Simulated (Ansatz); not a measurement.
# Decaying states in the gap of InBi2S2ClO2

A new crystal, InBi2S2ClO2: structure, gap and complex bands. It is built by putting O for part of the S in the InBi2S4Cl structure of space group C2/m, with the volume rescaled by atomic radii. The parent structure comes from the Materials Project.

Calculated with Ansatz 0.2.0; PBE DFT, plane waves, PAW files, in the first sound run; inputs show where later runs differ.

The structure was built from a prototype and need not be the compound's stable phase.

## 1. Starting point

Symmetry: Cm, No. 8, monoclinic system. Conventional cell: a = 12.074 Å, b = 3.777 Å, c = 8.251 Å, α = 90.00°, β = 115.53°, γ = 90.00°. In has 3 S at 2.51 to 2.58 Å and 3 O at 2.51 to 2.58 Å nearest. Nearest to Bi lie 3 O at 2.59 to 2.61 Å and 2 Cl at 3.03 Å and 3 S at 3.05 to 3.18 Å. Nearest to Bi lie 3 S at 2.59 to 2.61 Å and 2 Cl at 3.03 Å and 2 O at 3.05 Å. Nearest to O lie 1 In at 2.51 Å and 2 Bi at 2.59 Å. S has 2 In at 2.58 Å and 3 Bi at 2.61 to 3.05 Å nearest. Nearest to S lie 1 In at 2.51 Å and 3 Bi at 2.59 to 3.18 Å. It derives from InBi2S4Cl. O for part of the S in the InBi2S4Cl structure of space group C2/m. Farther neighbours and most contacts between anions are not listed.

## 2. Relaxing the new crystal

The substituted atoms don't fit the parent's cell, so cell and atoms relax together. A small smearing keeps the run stable in case the gap closes on the way.

Contents of input.yaml:

```yaml
crystal:
  lattice:
    - [6.0371165054, -1.8886983724, 0.0]
    - [6.0371165054, 1.8886983724, 0.0]
    - [-3.5554099069, 0.0, 7.4456975046]
  atoms:
    - { symbol: In, position: [0.0, 0.0, 0.0] }
    - { symbol: Bi, position: [0.795659, 0.795659, 0.275159] }
    - { symbol: Bi, position: [0.204341, 0.204341, 0.724841] }
    - { symbol: O, position: [0.1634, 0.1634, 0.316882] }
    - { symbol: S, position: [0.374586, 0.374586, 0.054079] }
    - { symbol: S, position: [0.8366, 0.8366, 0.683118] }
    - { symbol: O, position: [0.625414, 0.625414, 0.945921] }
    - { symbol: Cl, position: [0.5, 0.5, 0.5] }
kpoints:
  mp_grid: { grid: [6, 6, 4] }
scf:
  occupations: { method: gaussian, width: 0.03 }
hamiltonian:
  xc: pbe
output:
  forces: true
  stress: true
relax:
  f_tol: 0.02
  max_steps: 60
  cell: {}
```

On the command line:

```sh
> ansatz run input.yaml --threads 2 --pin off --max-ram 4096MiB --backend cpu --events-out ev --progress --plain --runs-dir out
```

Numbers of over 12 decimals in the logs are rounded to 6 here.

What it wrote:

```text
Engine: ansatz 0.2.0, aarch64-unknown-linux-gnu
Pseudopotentials: kind: paw
Pseudopotential: In, paw, valence charge 13, recommended cutoff 420 eV (normal), In.paw.azcp
Pseudopotential: Bi, paw, valence charge 15, recommended cutoff 420 eV (normal), Bi.paw.azcp
Pseudopotential: O, paw, valence charge 6, recommended cutoff 420 eV (normal), O.paw.azcp
Pseudopotential: S, paw, valence charge 6, recommended cutoff 420 eV (normal), S.paw.azcp
Pseudopotential: Cl, paw, valence charge 7, recommended cutoff 420 eV (normal), Cl.paw.azcp
Functional definition: PBE
  parameter kappa = 0.804
  parameter beta = 0.066725
  exchange = pbe_x(kappa = kappa, mu = beta*pi^2/3)
  correlation = pbe_c(beta = beta)
Crystal: 8 atoms, lattice volume = 169.796 Å³
Basis set: ecut = 420 eV, 3347 PW (Γ), exchange–correlation on 90×90×120 points (8 copies of the dense FFT grid, shifted against one another)
Bands: 45, of which v1, the nominal top of the filled ones, is band 37 counted from 1 (36 counted from 0)
Symmetry: 2 space group operations
Space group: Cm (ITA 8), of the structure as read, at distance tolerance 5.5e-5 Å
k-points: 47 of 144 (time reversal used)
Non-local potential: In, projectors of the file, l = 0: 2, l = 1: 2, l = 2: 2, l = 3: 2
Non-local potential: Bi, projectors of the file, l = 0: 2, l = 1: 2, l = 2: 2, l = 3: 2
Non-local potential: O, projectors of the file, l = 0: 2, l = 1: 2, l = 2: 1
Non-local potential: S, projectors of the file, l = 0: 2, l = 1: 2, l = 2: 2
Non-local potential: Cl, projectors of the file, l = 0: 2, l = 1: 2, l = 2: 2
PAW form: soft (Blöchl's): semilocal exchange-correlation on the pseudo side does not see the compensation charge
PAW one-centre angular grid: In, 590 points (default); XC on 64 Gauss nodes
PAW one-centre angular grid: Bi, 590 points (default); XC on 64 Gauss nodes
PAW one-centre angular grid: O, 110 points (default); XC on 64 Gauss nodes
PAW one-centre angular grid: S, 110 points (default); XC on 64 Gauss nodes
PAW one-centre angular grid: Cl, 110 points (default); XC on 64 Gauss nodes
Initial density: superposition of atomic densities (neutral atoms: chi_scale 0, normalization atom), corrected by the library's trained network
Initial wavefunctions: pseudopotential atomic-orbital guess
Functional: x = pbe(κ = 0.804, μ = 0.219515), c = pbe(β = 0.066725)
SCF iter   1: F=—  HF=-34409.312388 eV  |F-HF|=—  |Δ(HF+E_count)|=         —  Δρ=2.03e-3  dr2=9.48e-3  ethr=1.77e-3  ⟨swp⟩=7.5  Hψ=9358  notcnv=0  defer=13
preconditioner: auto → Resta (q_TF=auto, 2.376 Å⁻¹)  ε∞=3.7  [insulator: Δε(μ)=1.731 eV  Ē_g=15.003 eV  σ=0.030 eV  W_gap=1.00  n_scr=40 (ndim 8)  ℏωp=24.5 eV  f_vac=0.011  D(μ)=0.00/eV (n_scr^D=0)  ε∞_Penn≈3.7]
SCF iter   2: F=—  HF=-34409.310800 eV  |F-HF|=—  |Δ(HF+E_count)|=   1.59e-3  Δρ=1.53e-3  dr2=3.30e-3  ethr=1.28e-5  ⟨swp⟩=2.0  Hψ=4442  notcnv=0  defer=47
SCF iter   3: F=—  HF=-34409.311022 eV  |F-HF|=—  |Δ(HF+E_count)|=   2.22e-4  Δρ=1.15e-3  dr2=2.87e-3  ethr=4.45e-6  ⟨swp⟩=2.0  Hψ=3419  notcnv=0  defer=47
SCF iter   4: F=—  HF=-34409.310870 eV  |F-HF|=—  |Δ(HF+E_count)|=   1.53e-4  Δρ=3.14e-4  dr2=1.32e-4  ethr=3.87e-6  ⟨swp⟩=2.0  Hψ=2333  notcnv=0  defer=47
SCF iter   5: F=—  HF=-34409.310926 eV  |F-HF|=—  |Δ(HF+E_count)|=   5.68e-5  Δρ=1.71e-4  dr2=5.22e-5  ethr=1.78e-7  ⟨swp⟩=2.0  Hψ=3285  notcnv=0  defer=47
SCF iter   6: F=—  HF=-34409.310837 eV  |F-HF|=—  |Δ(HF+E_count)|=   8.93e-5  Δρ=6.66e-5  dr2=6.88e-6  ethr=7.06e-8  ⟨swp⟩=2.0  Hψ=3179  notcnv=0  defer=47
SCF iter   7: F=—  HF=-34409.310840 eV  |F-HF|=—  |Δ(HF+E_count)|=   2.75e-6  Δρ=2.19e-5  dr2=7.44e-7  ethr=9.30e-9  ⟨swp⟩=2.0  Hψ=2649  notcnv=0  defer=47
SCF iter   8: F=-34409.310841 eV  HF=-34409.310841 eV  |F-HF|=4.28e-8  |Δ(HF+E_count)|=   6.58e-7  Δρ=5.02e-6  dr2=5.30e-8  ethr=1.35e-10  ⟨swp⟩=3.7  Hψ=8606  notcnv=0
SCF 1 converged in 8 iterations: F = -34409.310841 eV  dr2 = 5.30e-8
  greatest PAW one-centre occupation: 0.990 electrons in one spin orbital (limit 2), on the Bi atom at site 1 (counted from 0), in its partial waves of l = 2
relax step   1: F+E_penalty+E_count = -34409.31084056 eV  Δ(F+E_penalty+E_count) = +0.000e0 eV  max|allowed force component| = 2.717e0 eV/Å  Δτ_max = 0.0000 Å  P = -3.176 GPa  Ω = 169.796 Å³  (8 SCF iters, dr2 threshold 1.00e-7 eV, accepted)
Crystal: 8 atoms, lattice volume = 164.932 Å³
Basis set: ecut = 420 eV, 3217 PW (Γ), exchange–correlation on 90×90×120 points (8 copies of the dense FFT grid, shifted against one another)
Initial density: handed on by an earlier stage of this run
Initial wavefunctions: those handed on with the density
iter 1 solved again at ethr=3.64e-4 eV; its pass at ethr=3.10e-3 eV (dr2=2.69e-1 eV) is discarded
SCF iter   1: F=—  HF=-34410.849711 eV  |F-HF|=—  |Δ(HF+E_count)|=         —  Δρ=1.67e-2  dr2=2.68e-1  ethr=3.64e-4  ⟨swp⟩=1.9  Hψ=10453  notcnv=0
preconditioner: auto → Resta (q_TF=auto, 2.387 Å⁻¹)  ε∞=3.6  [insulator: Δε(μ)=1.787 eV  Ē_g=15.317 eV  σ=0.030 eV  W_gap=1.00  n_scr=40 (ndim 8)  ℏωp=24.9 eV  f_vac=0.010  D(μ)=0.00/eV (n_scr^D=0)  ε∞_Penn≈3.6]
SCF iter   2: F=—  HF=-34410.778424 eV  |F-HF|=—  |Δ(HF+E_count)|=   7.13e-2  Δρ=7.04e-3  dr2=5.63e-2  ethr=3.63e-4  ⟨swp⟩=2.1  Hψ=3624  notcnv=0
SCF iter   3: F=—  HF=-34410.768876 eV  |F-HF|=—  |Δ(HF+E_count)|=   9.55e-3  Δρ=1.37e-3  dr2=4.63e-3  ethr=7.61e-5  ⟨swp⟩=2.0  Hψ=3761  notcnv=0
SCF iter   4: F=—  HF=-34410.769394 eV  |F-HF|=—  |Δ(HF+E_count)|=   5.17e-4  Δρ=2.63e-4  dr2=1.24e-4  ethr=6.26e-6  ⟨swp⟩=2.2  Hψ=3140  notcnv=0
SCF iter   5: F=—  HF=-34410.769407 eV  |F-HF|=—  |Δ(HF+E_count)|=   1.33e-5  Δρ=7.78e-5  dr2=1.11e-5  ethr=1.67e-7  ⟨swp⟩=2.0  Hψ=3425  notcnv=0
SCF iter   6: F=—  HF=-34410.769418 eV  |F-HF|=—  |Δ(HF+E_count)|=   1.06e-5  Δρ=2.27e-5  dr2=9.90e-7  ethr=1.50e-8  ⟨swp⟩=2.0  Hψ=3322  notcnv=0
SCF iter   7: F=-34410.769419 eV  HF=-34410.769419 eV  |F-HF|=7.08e-8  |Δ(HF+E_count)|=   1.11e-6  Δρ=5.58e-6  dr2=6.07e-8  ethr=1.08e-9  ⟨swp⟩=4.1  Hψ=7298  notcnv=0
SCF 2 converged in 7 iterations: F = -34410.769419 eV  dr2 = 6.07e-8
relax step   2: F+E_penalty+E_count = -34410.76941883 eV  Δ(F+E_penalty+E_count) = -1.459e0 eV  max|allowed force component| = 1.376e0 eV/Å  Δτ_max = 0.1945 Å  P = -1.795 GPa  Ω = 164.932 Å³  energy of the carried Pulay correction = +5.119e-3 eV  (7 SCF iters, dr2 threshold 8.00e-7 eV, accepted)
Crystal: 8 atoms, lattice volume = 163.608 Å³
Basis set: ecut = 420 eV, 3193 PW (Γ), exchange–correlation on 90×90×120 points (8 copies of the dense FFT grid, shifted against one another)
iter 1 solved again at ethr=1.98e-4 eV; its pass at ethr=3.10e-3 eV (dr2=1.47e-1 eV) is discarded
[...]
relax step  12: F+E_penalty+E_count = -34411.29556263 eV  Δ(F+E_penalty+E_count) = +2.798e-4 eV  max|allowed force component| = 1.667e-2 eV/Å  Δτ_max = 0.0074 Å  P = -0.026 GPa  Ω = 176.586 Å³  energy of the carried Pulay correction = -6.905e-3 eV  (6 SCF iters, dr2 threshold 4.21e-8 eV, accepted)
relax step  13: F+E_penalty+E_count = -34411.31408349 eV  Δ(F+E_penalty+E_count) = -1.852e-2 eV  max|allowed force component| = 1.564e-2 eV/Å  Δτ_max = 0.0000 Å  P = +0.120 GPa  Ω = 176.586 Å³  stress off target by 3.61e-1 GPa  SCF on the basis re-selected at this cell (its energy is not comparable with the rows above)  (9 SCF iters)
relax step  14: F+E_penalty+E_count = -34411.31625178 eV  Δ(F+E_penalty+E_count) = -2.168e-3 eV  max|allowed force component| = 4.330e-2 eV/Å  Δτ_max = 0.0453 Å  P = +0.025 GPa  Ω = 178.531 Å³  energy of the carried Pulay correction = -2.243e-3 eV  (7 SCF iters, dr2 threshold 3.26e-7 eV, accepted)
relax step  15: F+E_penalty+E_count = -34411.31212366 eV  Δ(F+E_penalty+E_count) = +4.128e-3 eV  max|allowed force component| = 1.119e-1 eV/Å  Δτ_max = 0.1023 Å  P = -0.026 GPa  Ω = 182.184 Å³  energy of the carried Pulay correction = -6.931e-3 eV  (9 SCF iters, dr2 threshold 1.29e-7 eV, accepted)
relax step  16: F+E_penalty+E_count = -34411.31374231 eV  Δ(F+E_penalty+E_count) = -1.619e-3 eV  max|allowed force component| = 8.432e-2 eV/Å  Δτ_max = 0.0194 Å  P = +0.006 GPa  Ω = 182.228 Å³  energy of the carried Pulay correction = -7.035e-3 eV  (7 SCF iters, dr2 threshold 7.82e-7 eV, accepted)
relax step  17: F+E_penalty+E_count = -34411.31721126 eV  Δ(F+E_penalty+E_count) = -3.469e-3 eV  max|allowed force component| = 1.962e-2 eV/Å  Δτ_max = 0.0302 Å  P = +0.023 GPa  Ω = 181.084 Å³  energy of the carried Pulay correction = -5.478e-3 eV  (8 SCF iters, dr2 threshold 4.44e-7 eV, accepted)
relax step  18: F+E_penalty+E_count = -34411.31695428 eV  Δ(F+E_penalty+E_count) = +2.570e-4 eV  max|allowed force component| = 9.430e-3 eV/Å  Δτ_max = 0.0107 Å  P = -0.005 GPa  Ω = 181.419 Å³  energy of the carried Pulay correction = -5.919e-3 eV  (8 SCF iters, dr2 threshold 1.29e-8 eV, accepted)
relax step  19: F+E_penalty+E_count = -34411.31686577 eV  Δ(F+E_penalty+E_count) = +8.851e-5 eV  max|allowed force component| = 1.133e-2 eV/Å  Δτ_max = 0.0076 Å  P = +0.004 GPa  Ω = 181.533 Å³  energy of the carried Pulay correction = -6.074e-3 eV  (9 SCF iters, accepted)
relax step  20: F+E_penalty+E_count = -34411.32539069 eV  Δ(F+E_penalty+E_count) = -8.525e-3 eV  max|allowed force component| = 1.115e-2 eV/Å  Δτ_max = 0.0000 Å  P = +0.025 GPa  Ω = 181.533 Å³  stress off target by 1.23e-1 GPa  SCF on the basis re-selected at this cell (its energy is not comparable with the rows above)  (8 SCF iters)
relax step  21: F+E_penalty+E_count = -34411.32493994 eV  Δ(F+E_penalty+E_count) = +4.508e-4 eV  max|allowed force component| = 1.199e-2 eV/Å  Δτ_max = 0.0257 Å  P = +0.009 GPa  Ω = 182.753 Å³  energy of the carried Pulay correction = -1.345e-3 eV  (9 SCF iters, dr2 threshold 3.79e-8 eV, accepted)
relax step  22: F+E_penalty+E_count = -34411.32461159 eV  Δ(F+E_penalty+E_count) = +3.283e-4 eV  max|allowed force component| = 6.799e-3 eV/Å  Δτ_max = 0.0079 Å  P = +0.003 GPa  Ω = 183.121 Å³  energy of the carried Pulay correction = -1.765e-3 eV  (10 SCF iters, accepted)
iter 1 solved again at ethr=1.19e-7 eV; its pass at ethr=3.10e-3 eV (dr2=8.80e-5 eV) is discarded
SCF iter   1: F=—  HF=-34411.326253 eV  |F-HF|=—  |Δ(HF+E_count)|=         —  Δρ=9.89e-5  dr2=1.23e-6  ethr=1.19e-7  ⟨swp⟩=3.8  Hψ=16151  notcnv=0
preconditioner: auto → Resta (q_TF=auto, 2.346 Å⁻¹)  ε∞=3.3  [insulator: Δε(μ)=2.193 eV  Ē_g=15.422 eV  σ=0.030 eV  W_gap=1.00  n_scr=40 (ndim 8)  ℏωp=23.6 eV  f_vac=0.094  D(μ)=0.00/eV (n_scr^D=0)  ε∞_Penn≈3.3]
SCF iter   2: F=—  HF=-34411.326492 eV  |F-HF|=—  |Δ(HF+E_count)|=   2.40e-4  Δρ=4.98e-5  dr2=4.92e-7  ethr=1.67e-9  ⟨swp⟩=2.0  Hψ=3377  notcnv=0
SCF iter   3: F=—  HF=-34411.326571 eV  |F-HF|=—  |Δ(HF+E_count)|=   7.84e-5  Δρ=2.23e-5  dr2=1.20e-7  ethr=6.65e-10  ⟨swp⟩=2.0  Hψ=3373  notcnv=0
SCF iter   4: F=—  HF=-34411.326588 eV  |F-HF|=—  |Δ(HF+E_count)|=   1.69e-5  Δρ=1.54e-6  dr2=3.39e-9  ethr=1.62e-10  ⟨swp⟩=2.0  Hψ=3374  notcnv=0
SCF iter   5: F=—  HF=-34411.326588 eV  |F-HF|=—  |Δ(HF+E_count)|=   5.94e-9  Δρ=8.88e-7  dr2=1.11e-9  ethr=4.58e-12  ⟨swp⟩=2.0  Hψ=3374  notcnv=0
SCF iter   6: F=-34411.326588 eV  HF=-34411.326588 eV  |F-HF|=1.89e-10  |Δ(HF+E_count)|=  4.07e-10  Δρ=2.73e-7  dr2=6.86e-11  ethr=1.00e-12  ⟨swp⟩=4.0  Hψ=9250  notcnv=0
SCF 23 converged in 6 iterations: F = -34411.326588 eV  dr2 = 6.86e-11
relax step  23: F+E_penalty+E_count = -34411.32658762 eV  Δ(F+E_penalty+E_count) = -1.976e-3 eV  max|allowed force component| = 6.802e-3 eV/Å  Δτ_max = 0.0000 Å  P = +0.006 GPa  Ω = 183.121 Å³  stress off target by 3.14e-2 GPa  SCF on the basis re-selected at this cell (its energy is not comparable with the rows above)  (6 SCF iters)
basis re-selected at this cell: Δ(F+E_penalty+E_count) = -1.976e-3 eV, ΔP = +0.003 GPa vs the last step (what re-selecting the basis moved, of the pressure what is left beyond the Pulay correction that the steps carried, after the strain that the cell walked since its last selection, with what the two solves' SCF thresholds leave and, on support functions, any second-order correction that the steps lacked; it is no m [...]
SCF converged after 6 iterations
Free energy (F): -34411.326588 eV
Harris-Foulkes:  -34411.326588 eV  (|F-HF|=1.89e-10)
Internal energy: -34411.326588 eV  (E = F + TS)
E sigma→0 (E₀):  -34411.326588 eV
Fermi energy:    6.927961 eV
--- Per-component energies (eV) ---
  E_band       = -375.418149
  E_kinetic    = 1565.872928
  E_local      = -6888.432666  (includes V_loc(G=0)·N_el)
  E_nonlocal   = 1678.120146
  E_hartree    = 2549.818410
  E_xc         = -965.350605
  E_vxc        = -870.769092  (∫ρ·V_xc dr)
  E_paw        = -27660.534614  (= ΣΔE_a)
  E_vpaw       = -959.850173  (= ΣTr[D̂ρ^β])
  E_aug_tail   = 0.004048  (compensation charges beyond the density's cutoff)
  E_ewald      = -4690.824236
  E_smearing   = -0.000000  (= −TS)
  E_closure    = 0.000000  (closes the sum)
  Σ components = -34411.326588   (vs F -34411.326588, Δ=0.00e0)
--- Forces (eV/Å), atoms counted from 1 ---
  atom   1  In    -0.00429316     0.00000000    -0.00229759
  atom   2  Bi    -0.00091536    -0.00000000     0.00516497
  atom   3  Bi    -0.00518829    -0.00000000    -0.00407375
  atom   4  O      0.00680244     0.00000000     0.00286351
  atom   5  S      0.00362269    -0.00000000    -0.00131561
  atom   6  S      0.00352849     0.00000000     0.00153718
  atom   7  O     -0.00305668     0.00000000    -0.00110883
  atom   8  Cl    -0.00049952    -0.00000000    -0.00076960
  max |Σ_I F_I| component: 6.08e-7 eV/Å
--- Stress (GPa, compression-positive) ---
        0.000840      -0.000000      -0.006070
       -0.000000      -0.014050       0.000000
       -0.006070       0.000000       0.030187
  P = ⅓ Tr σ = 0.0057 GPa (0.057 kbar)
--- Relaxed structure (20 steps of the walk, 20 accepted, 3 SCFs on fresh bases) ---
  F+E_penalty+E_count = -34411.32658762 eV   max|allowed force component| = 6.802e-3 eV/Å   (the final SCF, on the basis selected at the relaxed cell)
  cell:  # Å, volume = 183.1211 Å³
    - [6.055909, -1.851132, -0.388640]
    - [6.055909, 1.851132, -0.388640]
    - [-4.045795, -2.1793508658489756e-16, 8.427190]
  atoms:
    - { symbol: In, position: [0.015213, 0.015213, -0.00307191] }
    - { symbol: Bi, position: [0.781980, 0.781980, 0.228714] }
    - { symbol: Bi, position: [0.192984, 0.192984, 0.764511] }
    - { symbol: O, position: [0.179493, 0.179493, 0.234320] }
    - { symbol: S, position: [0.390908, 0.390908, 0.073661] }
    - { symbol: S, position: [0.823053, 0.823053, 0.703590] }
    - { symbol: O, position: [0.619047, 0.619047, 0.974998] }
    - { symbol: Cl, position: [0.497322, 0.497322, 0.523278] }
```

It took 6.6 min on 2 threads of Arm Neoverse V1, shared host; peak memory 0.67 GiB.

The steps of the relaxation (22 of 23):

```tsv
step	energy less that of the first step (eV)	largest force component (eV/Å)	pressure (GPa)	volume (Å³)
1	0.0000	2.7166	-3.18	169.80
2	-1.4586	1.3755	-1.80	164.93
3	-1.8495	0.3585	1.24	163.61
4	-1.9348	0.2376	0.12	169.33
5	-1.9650	0.1766	0.20	172.31
6	-1.9762	0.1510	-0.02	174.98
7	-1.9820	0.0366	-0.01	176.02
8	-1.9830	0.0251	0.05	176.43
9	-1.9835	0.0314	-0.02	176.79
10	-1.9841	0.0460	0.01	176.85
11	-1.9850	0.0259	0.06	176.07
13*	-2.0032	0.0156	0.12	176.59
14	-2.0054	0.0433	0.03	178.53
15	-2.0013	0.1119	-0.03	182.18
16	-2.0029	0.0843	0.01	182.23
17	-2.0064	0.0196	0.02	181.08
18	-2.0061	0.0094	-0.01	181.42
19	-2.0060	0.0113	0.00	181.53
20*	-2.0145	0.0112	0.02	181.53
21	-2.0141	0.0120	0.01	182.75
22	-2.0138	0.0068	0.00	183.12
23*	-2.0157	0.0068	0.01	183.12
```

Relaxation steps marked * repeat the geometry before them on a plane-wave basis chosen anew for their cell, so energy and pressure can jump there. Other such steps can lie between the rows shown.

The run keeps the 2 symmetry operations that it works with, so distortions that break them were not tested.

```tsv
cell as run	before	after	change
a (Å)	6.326	6.344	+0.3 %
b (Å)	6.326	6.344	+0.3 %
c (Å)	8.251	9.348	+13.3 %
α (°)	114.28	117.93	+3.2 %
β (°)	114.28	117.93	+3.2 %
γ (°)	34.74	33.93	-2.3 %
volume (Å³/atom)	21.22	22.89	+7.8 %
```

The atoms that moved most (Å, as changes of fractional coordinates times the final cell):

```tsv
atom	dx	dy	dz	length
O4	0.529	0.000	-0.708	0.884
Bi3	-0.298	0.000	0.343	0.455
Bi2	0.022	0.000	-0.381	0.381
O7	-0.195	0.000	0.250	0.317
S6	-0.247	0.000	0.183	0.307
Cl8	-0.127	0.000	0.198	0.235
In1	0.197	0.000	-0.038	0.200
S5	0.118	0.000	0.152	0.193
```

Final coordinates:

```cif
data_structure
_symmetry_space_group_name_H-M 'P 1'
_symmetry_Int_Tables_number 1
_cell_length_a 6.3444
_cell_length_b 6.3444
_cell_length_c 9.3480
_cell_angle_alpha 117.926
_cell_angle_beta 117.926
_cell_angle_gamma 33.928
_cell_volume 183.12
loop_
_atom_site_label
_atom_site_type_symbol
_atom_site_fract_x
_atom_site_fract_y
_atom_site_fract_z
_atom_site_occupancy
In1 In 0.01521 0.01521 0.99693 1
Bi2 Bi 0.78198 0.78198 0.22871 1
Bi3 Bi 0.19298 0.19298 0.76451 1
O4 O 0.17949 0.17949 0.23432 1
S5 S 0.39091 0.39091 0.07366 1
S6 S 0.82305 0.82305 0.70359 1
O7 O 0.61905 0.61905 0.97500 1
Cl8 Cl 0.49732 0.49732 0.52328 1
```

Numbers from this step:

```
free energy  : -34411.3266 eV
Fermi energy : 6.928 eV
pressure     : 0.005659 GPa
```

The largest force component on a free atom ends at 0.0068 eV/Å.

[end of part 1 of 4]

[Logs are printed without paths, hosts, clocks, repeated set-up lines and the standing remarks that a program may print on its own settings, such as how far it seeks lower states.]

[Hosts, paths, dates, database ids (printed as entryN), source tags and the programs' standing remarks are cut or masked in the printed files.]

[New means built here by substitution; the compound itself may be known and measured.]
